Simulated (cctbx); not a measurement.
**Interatomic vectors of Sr3Bi4Ru2**

Space group P2/m (no. 10), a = 8.5240 Å, b = 3.9890 Å, c = 9.1740 Å, α = 90.00°, β = 110.04°, γ = 90.00°, content Bi4 Ru2 Sr3.

Simulated single-crystal data (cctbx): Mo Kα, λ = 0.71073 Å, to d = 0.77 Å, 95 % of the full sphere, strongest reflection 20000 counts, noise from counting, a 4 % proportional error and a noise floor of 4 counts (s.d.); no absorption, some extinction.

Patterson synthesis, origin scaled to 1000:

```text
Patterson group P 1 2/m 1
      u       v       w   height  length (A)
  0.000   0.000   0.000   1000.0     0.00
  0.295   0.000   0.459    426.5     4.10
  0.478   0.000   0.904    402.9     4.45
  0.090   0.500   0.704    240.1     3.65
  0.386   0.500   0.203    239.6     3.75
  0.182   0.000   0.449    203.4     3.88
  0.227   0.000   0.638    193.9     4.38
  0.444   0.500   0.626    182.4     6.24
  0.261   0.500   0.177    181.6     3.01
  0.263   0.500   0.918    179.6     3.27
  0.035   0.500   0.282    177.9     3.20
  0.206   0.500   0.784    154.8     3.65
  0.316   0.500   0.309    150.7     3.75
  0.354   0.000   0.906     76.3     3.41
```

**Question.** Which atom pairs make the peaks, and where is the heaviest atom?

A peak at u stands for all pairs with xi − xj = u, with weight Σ ZiZj against Σ Z² = 35760 at the origin. Peak heights follow these weights only roughly, since form factors, motion and series ripples differ, all vectors within 0.55 Å of a peak are counted as merged into it though the farther ones add only part of their weight, and F(000) is left out, which lowers the whole map:

| u | v | w | shortest length (Å) | height | 1000 ΣZiZj/ΣZ² | pairs in the cell |
| --- | --- | --- | --- | --- | --- | --- |
| 0.295 | 0.000 | 0.459 | 4.10 | 426 | 466 | 2 × Bi–Bi, 2 × Sr–Sr |
| 0.478 | 0.000 | 0.904 | 4.23 | 403 | 385 | 2 × Bi–Bi |
| 0.090 | 0.500 | 0.704 | 3.66 | 240 | 353 | 4 × Bi–Sr |
| 0.386 | 0.500 | 0.203 | 3.75 | 240 | 353 | 4 × Bi–Sr |
| 0.182 | 0.000 | 0.449 | 3.87 | 203 | 193 | 1 × Bi–Bi |
| 0.227 | 0.000 | 0.638 | 4.38 | 194 | 193 | 1 × Bi–Bi |
| 0.444 | 0.500 | 0.626 | 5.20 | 182 | 204 | 2 × Bi–Ru |
| 0.261 | 0.500 | 0.177 | 3.01 | 182 | 204 | 2 × Bi–Ru |
| 0.263 | 0.500 | 0.918 | 3.27 | 180 | 204 | 2 × Bi–Ru |
| 0.035 | 0.500 | 0.282 | 3.20 | 178 | 204 | 2 × Bi–Ru |

The table stops at ten peaks or at a height of 45, below which ripples compete. In the model behind the data Bi, the heaviest element, has 2 independent sites: (0.0922, 1/2, 0.7245) and (0.6129, 1/2, 0.8190), up to an allowed shift of origin; the Bi–Bi vectors are differences of these positions and their symmetry mates. The whole model:

```
atom  mult.       x    y       z  Ueq (Å²)
 Bi1      2  0.0922  1/2  0.7245    0.0082
 Bi2      2  0.6129  1/2  0.8190    0.0086
 Ru1      2  0.6481    0  0.0997    0.0104
 Sr1      2  0.7038    0  0.4935    0.0108
 Sr2      1       0    0       0    0.0115
```

The model is made up (kin elements in a known structure type, no relaxation), so it says nothing on whether the phase exists.

[Logs are printed without paths, hosts, clocks, repeated set-up lines and the standing remarks that a program may print on its own settings, such as how far it seeks lower states.]
